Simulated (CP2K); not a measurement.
Consider aminoethylene at its PBE geometry (Å).

```xyz
8

C     1.1649    0.3181    0.0571
C     0.0420   -0.4133    0.1717
N    -1.2053   -0.1154   -0.3761
H     1.1790    1.2831   -0.4510
H     2.1020   -0.0560    0.4606
H     0.0680   -1.3781    0.6830
H    -1.3426    0.8496   -0.6651
H    -2.0080   -0.4881    0.1200
```

Method: CP2K XAS_TDP, all-electron GAPW, PBEh(45%), aug-cc-pVDZ, TDA, GW2X-corrected core level, no relativity.

Predict the bright core excitations at the C K edge.

Leading lines: C1 287.44 eV and C2 288.56 eV. The leading line of an atom is its first one with 35 % of the strongest within 2.5 eV of its lowest line over the strength cut. Core ionisation energies at this level: C1 291.13 and C2 293.04 eV.

The first six lines of each atom with a strength over 0.0015:

```
                     atom  energy (eV)  states  strength, one atom  above the computed threshold
 C1 (bonded to C and 2 H)       287.44       1              0.0408                              
                                289.34       1              0.0039                              
                                289.78       1              0.0128                              
                                290.05       1              0.0022                              
                                290.89       1              0.0055                              
                                290.97       1              0.0063                              
C2 (bonded to C, N and H)       288.56       1              0.0596                              
                                290.93       1              0.0123                              
                                291.70       1              0.0033                              
                                292.85       1              0.0016                              
                                292.99       1              0.0024                              
                                293.51       1              0.0095                           yes
```

Lines are vertical, at one geometry, with no vibrational structure. GW2X ionisation energies and lines can be off by 1 to 2 eV either way, and a good line position may hide errors that cancel. These values hold no scalar relativity, about 0.1 eV for C 1s. Rydberg lines, and the discretised continuum above threshold, depend on the basis and the box.

[Banner, clock and machine lines of the logs are left out without a mark of their own.]

[Logs are printed without paths, hosts, clocks, repeated set-up lines and the standing remarks that a program may print on its own settings, such as how far it seeks lower states.]

[Hosts, paths, dates, database ids (printed as entryN), source tags and the programs' standing remarks are cut or masked in the printed files.]
